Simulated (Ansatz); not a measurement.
# What AgB (built on the sites of a database entry of InAg) distorts into, part 2 of 3

Wanted: the energy along a soft mode of AgB (built on the sites of a database entry of InAg) and the structure at the end.

Ansatz 0.2.0; DFT PBEsol, scalar-relativistic, plane waves, PAW.

So far, highest frequency on the path or at a solved wavevector (cm⁻¹): step 2 (response at finite wavevector) 305. Also lowest frequency on the path (cm⁻¹): step 2 -142.

The structure was built from a prototype and need not be the compound's stable phase.

**5. Energy along the mode, all amplitudes (two of the runs are shown above)**

An imaginary frequency means negative curvature, so the energy should fall and then rise again as anharmonic terms take over.

This step gave:

- depth at the lowest point sampled: 8.019 meV/atom
- largest atomic shift at that point: 0.32 Å

Table of energy from the parent by largest atomic shift:

```csv
largest atomic shift (Å),energy from the parent (meV/atom)
0.000,0
0.040,-0.363
0.080,-1.38
0.140,-3.66
0.220,-7.01
0.320,-8.02
0.450,9.57
```

Displacement at unit largest shift by atom:

```csv
atom,x (Å),y (Å),z (Å),size
B1,0.000,-0.707,-0.707,1.000
B2,0.000,0.707,0.707,1.000
B3,0.000,-0.707,0.707,1.000
B4,0.000,0.707,-0.707,1.000
Ag5,0.000,0.196,0.000,0.196
Ag6,0.000,-0.196,0.000,0.196
Ag7,0.000,0.000,0.196,0.196
Ag8,0.000,0.000,-0.196,0.196
```

The lowest of the steps tried is at 0.32 Å, 8.02 meV/atom below the parent; the bottom of the well need not coincide with a step.

**6. Relaxation from the frozen mode**

Starting from the lowest point found, all atoms and the cell are let go, so that strain and other modes of the same symmetry can join in.

Contents of input.yaml:

```yaml
crystal:
  lattice:
    - [0.0, -2.8609203463, -2.8609203463]
    - [0.0, -2.8609203463, 2.8609203463]
    - [-5.7218406927, -2.8609203463, 0.0]
  atoms:
    - { symbol: B, position: [0.4540913911, 0.875, 0.25] }
    - { symbol: B, position: [0.7959086089, 0.375, 0.25] }
    - { symbol: B, position: [0.125, 0.7040913911, 0.75] }
    - { symbol: B, position: [0.625, 0.0459086089, 0.75] }
    - { symbol: Ag, position: [0.4890616566, 0.4890616566, 0.0] }
    - { symbol: Ag, position: [1.0109383434, 0.0109383434, 0.0] }
    - { symbol: Ag, position: [0.2390616566, 0.2609383434, 0.5] }
    - { symbol: Ag, position: [0.7609383434, 0.7390616566, 0.5] }
kpoints:
  mp_grid: { grid: [10, 10, 10] }
hamiltonian:
  xc: pbesol
scf:
  occupations: { method: methfessel_paxton, width: 0.2 }
output:
  forces: true
  stress: true
  eigenvalues: true
  write_density: true
  write_potential: true
  elf: true
  volumetric_format: npy
relax:
  adjacent_minimum: "off"
  f_tol: 0.002
  max_steps: 120
  cell: { stress_tol: 0.03 }
```

Started as:

```
$ ansatz run input.yaml --threads 4 --pin off --max-ram 7168MiB --backend cpu --events-out ev --progress --plain --runs-dir out
```

Numbers of over 12 decimals in the logs are rounded to 6 here.

What it wrote:

```text
[...]
Crystal: 8 atoms, lattice volume = 93.665 Å³
Basis set: ecut = 420 eV, 1839 PW (Γ), exchange–correlation on 60×60×90 points (8 copies of the dense FFT grid, shifted against one another)
Bands: 53, of which v1, the nominal top of the filled ones, is band 44 counted from 1 (43 counted from 0)
Symmetry: 8 space group operations
[...]
k-points: 102 of 1000 (time reversal used)
[...]
SCF iter   1: F=—  HF=-30689.237731 eV  |F-HF|=—  |Δ(HF+E_count)|=         —  Δρ=1.08e-2  dr2=8.63e-2  ethr=1.77e-3  ⟨swp⟩=5.4  Hψ=16682  notcnv=0
[...]
SCF iter   6: F=-30689.212194 eV  HF=-30689.212194 eV  |F-HF|=1.84e-8  |Δ(HF+E_count)|=   9.70e-8  S|Δr|=    0.00e0  Δρ=5.38e-6  dr2=3.31e-8  ethr=1.14e-10  ⟨swp⟩=10.7  Hψ=33178  notcnv=0
SCF 1 converged in 6 iterations: F = -30689.212194 eV  dr2 = 3.31e-8
[...]
relax step   1: F+E_penalty+E_count = -30689.21219362 eV  Δ(F+E_penalty+E_count) = +0.000e0 eV  max|allowed force component| = 3.719e-1 eV/Å  Δτ_max = 0.0000 Å  P = +3.147 GPa  Ω = 93.665 Å³  (6 SCF iters, dr2 threshold 1.00e-7 eV, accepted)
Crystal: 8 atoms, lattice volume = 95.708 Å³
Basis set: ecut = 420 eV, 1871 PW (Γ), exchange–correlation on 60×60×90 points (8 copies of the dense FFT grid, shifted against one another)
[...]
SCF iter   6: F=-30689.292385 eV  HF=-30689.292385 eV  |F-HF|=1.76e-8  |Δ(HF+E_count)|=   1.36e-7  S|Δr|=    0.00e0  Δρ=5.88e-6  dr2=3.87e-8  ethr=9.09e-10  ⟨swp⟩=8.1  Hψ=31429  notcnv=0
SCF 2 converged in 6 iterations: F = -30689.292385 eV  dr2 = 3.87e-8
[...]
relax step   2: F+E_penalty+E_count = -30689.29238526 eV  Δ(F+E_penalty+E_count) = -8.019e-2 eV  max|allowed force component| = 7.124e-2 eV/Å  Δτ_max = 0.0215 Å  P = -0.052 GPa  Ω = 95.708 Å³  energy of the carried Pulay correction = -1.388e-3 eV  (6 SCF iters, dr2 threshold 8.00e-7 eV, accepted)
Crystal: 8 atoms, lattice volume = 96.289 Å³
Basis set: ecut = 420 eV, 1905 PW (Γ), exchange–correlation on 60×60×90 points (8 copies of the dense FFT grid, shifted against one another)
[...]
SCF iter   5: F=-30689.357146 eV  HF=-30689.357146 eV  |F-HF|=3.48e-7  |Δ(HF+E_count)|=   2.91e-6  S|Δr|=    0.00e0  Δρ=2.65e-5  dr2=6.99e-7  ethr=9.09e-10  ⟨swp⟩=6.1  Hψ=34962  notcnv=0
SCF 3 converged in 5 iterations: F = -30689.357146 eV  dr2 = 6.99e-7
relax step   3: F+E_penalty+E_count = -30689.35714573 eV  Δ(F+E_penalty+E_count) = -6.476e-2 eV  max|allowed force component| = 2.691e-1 eV/Å  Δτ_max = 0.0165 Å  P = -0.493 GPa  Ω = 96.289 Å³  energy of the carried Pulay correction = -1.778e-3 eV  (5 SCF iters, dr2 threshold 8.00e-7 eV, accepted)
[... from here on, the SCF cycles and remarks between the steps are left out ...]
relax step   4: F+E_penalty+E_count = -30689.51163175 eV  Δ(F+E_penalty+E_count) = -1.545e-1 eV  max|allowed force component| = 3.869e-1 eV/Å  Δτ_max = 0.0492 Å  P = -1.069 GPa  Ω = 97.433 Å³  energy of the carried Pulay correction = -2.538e-3 eV  (6 SCF iters, dr2 threshold 8.00e-7 eV, accepted)
relax step   5: F+E_penalty+E_count = -30689.82023076 eV  Δ(F+E_penalty+E_count) = -3.086e-1 eV  max|allowed force component| = 5.501e-1 eV/Å  Δτ_max = 0.0739 Å  P = -1.016 GPa  Ω = 98.262 Å³  energy of the carried Pulay correction = -3.082e-3 eV  (6 SCF iters, dr2 threshold 8.00e-7 eV, accepted)
relax step   6: F+E_penalty+E_count = -30690.21765540 eV  Δ(F+E_penalty+E_count) = -3.974e-1 eV  max|allowed force component| = 6.876e-1 eV/Å  Δτ_max = 0.0736 Å  P = -0.737 GPa  Ω = 98.729 Å³  energy of the carried Pulay correction = -3.387e-3 eV  (6 SCF iters, dr2 threshold 8.00e-7 eV, accepted)
relax step   7: F+E_penalty+E_count = -30690.61296503 eV  Δ(F+E_penalty+E_count) = -3.953e-1 eV  max|allowed force component| = 7.102e-1 eV/Å  Δτ_max = 0.0838 Å  P = -1.344 GPa  Ω = 99.392 Å³  energy of the carried Pulay correction = -3.818e-3 eV  (6 SCF iters, dr2 threshold 8.00e-7 eV, accepted)
relax step   8: F+E_penalty+E_count = -30691.02172622 eV  Δ(F+E_penalty+E_count) = -4.088e-1 eV  max|allowed force component| = 3.467e-1 eV/Å  Δτ_max = 0.1942 Å  P = -2.045 GPa  Ω = 101.282 Å³  energy of the carried Pulay correction = -5.028e-3 eV  (7 SCF iters, dr2 threshold 8.00e-7 eV, accepted)
relax step   9: F+E_penalty+E_count = -30691.03127125 eV  Δ(F+E_penalty+E_count) = -9.545e-3 eV  max|allowed force component| = 9.858e-2 eV/Å  Δτ_max = 0.0292 Å  P = +2.344 GPa  Ω = 99.822 Å³  energy of the carried Pulay correction = -4.095e-3 eV  (6 SCF iters, dr2 threshold 8.00e-7 eV, accepted)
relax step  10: F+E_penalty+E_count = -30691.03852026 eV  Δ(F+E_penalty+E_count) = -7.249e-3 eV  max|allowed force component| = 5.378e-2 eV/Å  Δτ_max = 0.0027 Å  P = +0.187 GPa  Ω = 100.323 Å³  energy of the carried Pulay correction = -4.417e-3 eV  (6 SCF iters, dr2 threshold 8.00e-7 eV, accepted)
relax step  11: F+E_penalty+E_count = -30691.04338389 eV  Δ(F+E_penalty+E_count) = -4.864e-3 eV  max|allowed force component| = 5.398e-3 eV/Å  Δτ_max = 0.0048 Å  P = -0.047 GPa  Ω = 100.637 Å³  energy of the carried Pulay correction = -4.618e-3 eV  (5 SCF iters, dr2 threshold 8.00e-7 eV, accepted)
relax step  12: F+E_penalty+E_count = -30691.04340888 eV  Δ(F+E_penalty+E_count) = -2.499e-5 eV  max|allowed force component| = 3.423e-4 eV/Å  Δτ_max = 0.0003 Å  P = +0.002 GPa  Ω = 100.609 Å³  energy of the carried Pulay correction = -4.600e-3 eV  (5 SCF iters, dr2 threshold 7.73e-9 eV, accepted)
relax step  13: F+E_penalty+E_count = -30691.60111477 eV  Δ(F+E_penalty+E_count) = -5.577e-1 eV  max|allowed force component| = 1.199e-2 eV/Å  Δτ_max = 0.0000 Å  P = +6.396 GPa  Ω = 100.609 Å³  stress off target by 1.76e1 GPa  SCF on the basis re-selected at this cell (its energy is not comparable with the rows above)  (8 SCF iters)
relax step  14: F+E_penalty+E_count = -30691.94562907 eV  Δ(F+E_penalty+E_count) = -3.445e-1 eV  max|allowed force component| = 9.743e-2 eV/Å  Δτ_max = 0.0826 Å  P = +4.641 GPa  Ω = 103.121 Å³  energy of the carried Pulay correction = -2.006e-3 eV  (7 SCF iters, dr2 threshold 8.00e-7 eV, accepted)
relax step  15: F+E_penalty+E_count = -30692.14239920 eV  Δ(F+E_penalty+E_count) = -1.968e-1 eV  max|allowed force component| = 7.010e-2 eV/Å  Δτ_max = 0.0407 Å  P = +1.561 GPa  Ω = 106.038 Å³  energy of the carried Pulay correction = -4.254e-3 eV  (7 SCF iters, dr2 threshold 8.00e-7 eV, accepted)
relax step  16: F+E_penalty+E_count = -30692.18053497 eV  Δ(F+E_penalty+E_count) = -3.814e-2 eV  max|allowed force component| = 3.312e-3 eV/Å  Δτ_max = 0.0147 Å  P = -0.686 GPa  Ω = 108.306 Å³  energy of the carried Pulay correction = -5.975e-3 eV  (6 SCF iters, dr2 threshold 8.00e-7 eV, accepted)
relax step  17: F+E_penalty+E_count = -30692.18163728 eV  Δ(F+E_penalty+E_count) = -1.102e-3 eV  max|allowed force component| = 3.464e-2 eV/Å  Δτ_max = 0.0066 Å  P = +0.905 GPa  Ω = 106.953 Å³  energy of the carried Pulay correction = -4.995e-3 eV  (5 SCF iters, dr2 threshold 8.00e-7 eV, accepted)
relax step  18: F+E_penalty+E_count = -30692.18315862 eV  Δ(F+E_penalty+E_count) = -1.521e-3 eV  max|allowed force component| = 1.706e-3 eV/Å  Δτ_max = 0.0019 Å  P = +0.016 GPa  Ω = 107.640 Å³  energy of the carried Pulay correction = -5.489e-3 eV  (5 SCF iters, dr2 threshold 8.00e-7 eV, accepted)
relax step  19: F+E_penalty+E_count = -30692.19308297 eV  Δ(F+E_penalty+E_count) = -9.924e-3 eV  max|allowed force component| = 1.878e-3 eV/Å  Δτ_max = 0.0000 Å  P = +0.107 GPa  Ω = 107.640 Å³  stress off target by 2.61e-1 GPa  SCF on the basis re-selected at this cell (its energy is not comparable with the rows above)  (6 SCF iters)
relax step  20: F+E_penalty+E_count = -30692.19312051 eV  Δ(F+E_penalty+E_count) = -3.754e-5 eV  max|allowed force component| = 2.817e-4 eV/Å  Δτ_max = 0.0009 Å  P = +0.007 GPa  Ω = 107.751 Å³  energy of the carried Pulay correction = -7.244e-5 eV  (4 SCF iters, dr2 threshold 1.70e-7 eV, accepted)
[...]
SCF iter   6: F=-30692.193199 eV  HF=-30692.193199 eV  |F-HF|=7.28e-12  |Δ(HF+E_count)|=  7.28e-12  S|Δr|=    0.00e0  Δρ=7.72e-8  dr2=7.38e-12  ethr=1.00e-12  ⟨swp⟩=5.7  Hψ=23209  notcnv=0
SCF 21 converged in 6 iterations: F = -30692.193199 eV  dr2 = 7.38e-12
relax step  21: F+E_penalty+E_count = -30692.19319857 eV  Δ(F+E_penalty+E_count) = -7.806e-5 eV  max|allowed force component| = 2.875e-4 eV/Å  Δτ_max = 0.0000 Å  P = +0.006 GPa  Ω = 107.751 Å³  stress off target by 1.83e-2 GPa  SCF on the basis re-selected at this cell (its energy is not comparable with the rows above)  (6 SCF iters)
[...]
SCF converged after 6 iterations
[...]
Free energy (F): -30692.193199 eV
[...]
Internal energy: -30692.190363 eV  (E = F + TS)
E sigma→0 (E₀):  -30692.192490 eV
Entropy (-TS):   -0.002835 eV (-0.354 meV/atom)
Fermi energy:    13.574681 eV
[...]
--- Forces (eV/Å), atoms counted from 1 ---
  atom   1  B      0.00000000    -0.00003871    -0.00003871
  atom   2  B      0.00000000     0.00003871     0.00003871
  atom   3  B     -0.00000000    -0.00003871     0.00003871
  atom   4  B     -0.00000000     0.00003871    -0.00003871
  atom   5  Ag     0.00000000    -0.00028752    -0.00000000
  atom   6  Ag    -0.00000000     0.00028752     0.00000000
  atom   7  Ag     0.00000000    -0.00000000    -0.00028752
  atom   8  Ag     0.00000000     0.00000000     0.00028752
  max |Σ_I F_I| component: 9.65e-17 eV/Å
--- Stress (GPa, compression-positive) ---
        0.018323      -0.000000       0.000000
       -0.000000       0.000518       0.000000
        0.000000       0.000000       0.000518
  P = ⅓ Tr σ = 0.0065 GPa (0.065 kbar)
--- Band table (eV; the first three rows and the last of 102) ---
  k-point 0: bands = [... 40 lower, 11.2480, 11.2480, 13.2904, 13.2904, 13.8665, 15.7542, 15.7542, 17.2180, ... 5 higher]
  k-point 1: bands = [... 40 lower, 11.2479, 11.2481, 13.1724, 13.3784, 14.0082, 15.6709, 15.8721, 17.2494, ... 5 higher]
  k-point 2: bands = [... 40 lower, 11.2478, 11.2482, 13.0386, 13.4340, 14.3748, 15.6239, 16.0089, 17.2911, ... 5 higher]
  k-point 101: bands = [... 40 lower, 11.6873, 11.8236, 12.1118, 12.3054, 13.6522, 13.8459, 14.6404, 14.7577, ... 5 higher]
--- Relaxed structure (18 steps of the walk, 18 accepted, 3 SCFs on fresh bases) ---
  F+E_penalty+E_count = -30692.19319857 eV   max|allowed force component| = 2.875e-4 eV/Å   (the final SCF, on the basis selected at the relaxed cell)
  cell:  # Å, volume = 107.7513 Å³
    - [0, -2.554397, -2.554397]
    - [0, -2.554397, 2.554397]
    - [-8.256875, -2.554397, 0]
  atoms:
    - { symbol: B, position: [0.617261, 0.875000, 0.25] }
    - { symbol: B, position: [0.632739, 0.375000, 0.25] }
    - { symbol: B, position: [0.125000, 0.867261, 0.75] }
    - { symbol: B, position: [0.625, -0.117261, 0.75] }
    - { symbol: Ag, position: [0.499369, 0.499369, 0] }
    - { symbol: Ag, position: [1.000631, 0.000630754, 0] }
    - { symbol: Ag, position: [0.249369, 0.250631, 0.5] }
    - { symbol: Ag, position: [0.750631, 0.749369, 0.5] }
```

Run time: 8.3 min. Hardware: 4 threads of Arm Neoverse N1, shared host; peak memory 0.74 GiB; 33 min of CPU time.

Step by step:

```csv
step,energy less that of the first step (eV),largest force component (eV/Å),pressure (GPa),volume (Å³)
1,0.0000,0.3719,3.15,93.66
2,-0.0802,0.0712,-0.05,95.71
3,-0.1450,0.2691,-0.49,96.29
4,-0.2994,0.3869,-1.07,97.43
5,-0.6080,0.5501,-1.02,98.26
6,-1.0055,0.6876,-0.74,98.73
7,-1.4008,0.7102,-1.34,99.39
8,-1.8095,0.3467,-2.04,101.28
9,-1.8191,0.0986,2.34,99.82
10,-1.8263,0.0538,0.19,100.32
11,-1.8312,0.0054,-0.05,100.64
12,-1.8312,0.0003,0.00,100.61
13*,-2.3889,0.0120,6.40,100.61
14,-2.7334,0.0974,4.64,103.12
15,-2.9302,0.0701,1.56,106.04
16,-2.9683,0.0033,-0.69,108.31
17,-2.9694,0.0346,0.91,106.95
18,-2.9710,0.0017,0.02,107.64
19*,-2.9809,0.0019,0.11,107.64
20,-2.9809,0.0003,0.01,107.75
21*,-2.9810,0.0003,0.01,107.75
```

Relaxation steps marked * repeat the geometry before them on a plane-wave basis chosen anew for their cell, so energy and pressure can jump there.

The run keeps the 8 symmetry operations that it works with, so distortions that break them were not tested.

```csv
cell as run,before,after,change
a (Å),4.046,3.612,-10.7 %
b (Å),4.046,3.612,-10.7 %
c (Å),6.397,8.643,+35.1 %
α (°),71.57,77.94,+8.9 %
β (°),71.57,77.94,+8.9 %
volume (Å³/atom),11.71,13.47,+15.0 %
```

The atoms that moved most (Å, as changes of fractional coordinates times the final cell):

```csv
atom,dx,dy,dz,length
B3,0.000,-0.417,0.417,0.589
B4,0.000,0.417,-0.417,0.589
B1,0.000,-0.417,-0.417,0.589
B2,0.000,0.417,0.417,0.589
Ag6,0.000,0.053,0.000,0.053
Ag8,0.000,0.000,0.053,0.053
Ag5,0.000,-0.053,0.000,0.053
Ag7,0.000,0.000,-0.053,0.053
```

This step gave:

```
pressure        : 0.006453 GPa
volume per atom : 13.47 Å³
```

ELF in the ac plane of the conventional cell at fractional y = 0.249, with atoms of B and Ag within 0.2 Å of it. It is the smooth field of the valence electrons, not physical close to the nuclei.

Ten even steps from '0' (0.08) to '9' (0.72), each cell a mean:
```
35788642111111
22233222233332
76666677766677
65555556665566
12333221222221
36899752111111
35788652111111
55432210012455
13664200035631
35664100025653
44433321112344
36899753111111
35788642111111
22333222233322
76666677766677
65555556665666
12333321122222
36899752111111
35788642111111
11233455553210
00256521246420
01246643356410
12334444432111
46899752111111
```
Columns run along a (3.6 Å), rows up along c (16.5 Å), edges of the conventional cell, whose origin can differ from the input's. Atoms in or near the plane, at fractional coordinates: B at (0.99, 0.62), B at (0.51, 0.12), Ag at (0.25, 0.00), Ag at (0.25, 0.50), Ag at (0.25, 0.25), Ag at (0.25, 0.75).

(Continued in part 3 of 3.)

[Logs are printed without paths, hosts, clocks, repeated set-up lines and the standing remarks that a program may print on its own settings, such as how far it seeks lower states.]

[Hosts, paths, dates, database ids (printed as entryN), source tags and the programs' standing remarks are cut or masked in the printed files.]
